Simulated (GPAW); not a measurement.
Records of electronic-structure calculations.

```cif
data_sno2
_symmetry_space_group_name_H-M 'P4_2/mnm'
_symmetry_Int_Tables_number 136
_cell_length_a 4.7380
_cell_length_b 4.7380
_cell_length_c 3.1865
_cell_angle_alpha 90.000
_cell_angle_beta 90.000
_cell_angle_gamma 90.000
_cell_volume 71.53
loop_
_atom_site_label
_atom_site_type_symbol
_atom_site_symmetry_multiplicity
_atom_site_Wyckoff_symbol
_atom_site_fract_x
_atom_site_fract_y
_atom_site_fract_z
_atom_site_occupancy
Sn1 Sn 2 a 0.00000 0.00000 0.00000 1
O1 O 4 f 0.30710 0.30710 0.00000 1
_calc_subject 'SnO2 (Cassiterite): G0W0 with GPAW, start to end'
_calc_method 'DFT, PBE, plane waves, PAW (and 1 further level or step)'
_calc_program 'GPAW 26.7.0'
_calc_settings_of_one_run 'cutoff 600 eV, GPAW PAW setups 1.2.1 data release, 4×4×4 k-mesh, nbands 237'
_calc_cost '3 runs, 3.9 min in all on 12 MPI ranks of Arm Neoverse V1, shared host (the runs of this entry)'
_calc_notes 'The cell and positions come from the Crystallography Open Database and are kept as given unless a step says otherwise. Limits: no spin-orbit coupling. The calculation has static nuclei and no excitons; a measured gap holds zero-point and thermal motion, which mostly lowers it. Against the values above the computed gap that would widen the miss. An edge that is forbidden or weak in absorption could explain it, and so could too strong a screening: the start’s gap is only 1.31 eV, the mesh is coarse, and one shot does not repair that. Bands and cutoff are finite, so the gap is not at the basis limit. The miss can reach some tenths of an eV and take either sign; the mesh is an error of its own. The 4×4×4 mesh is coarse for this cell, which bears on the long-range parts of exchange and screening.'
_calc_pbe_gap '1.31 eV, direct'
_calc_g0w0_gap_on_the_mesh '3.08 eV'
_calc_gw_settings '4×4×4 mesh, 227 bands, screening to 125 eV, Godby-Needs plasmon pole'
_calc_known_limits 'not at the basis limit; no spin-orbit coupling; coarse k mesh'
```

[Paths, hosts, dates, memory and timing lines, banners, echoed tables and standing remarks are left out of the program output.]

[Logs are printed without paths, hosts, clocks, repeated set-up lines and the standing remarks that a program may print on its own settings, such as how far it seeks lower states.]

[Runs of the session that timed out or met a known fault of the program may be left out.]

[Hosts, paths, dates, database ids (printed as entryN), source tags and the programs' standing remarks are cut or masked in the printed files.]
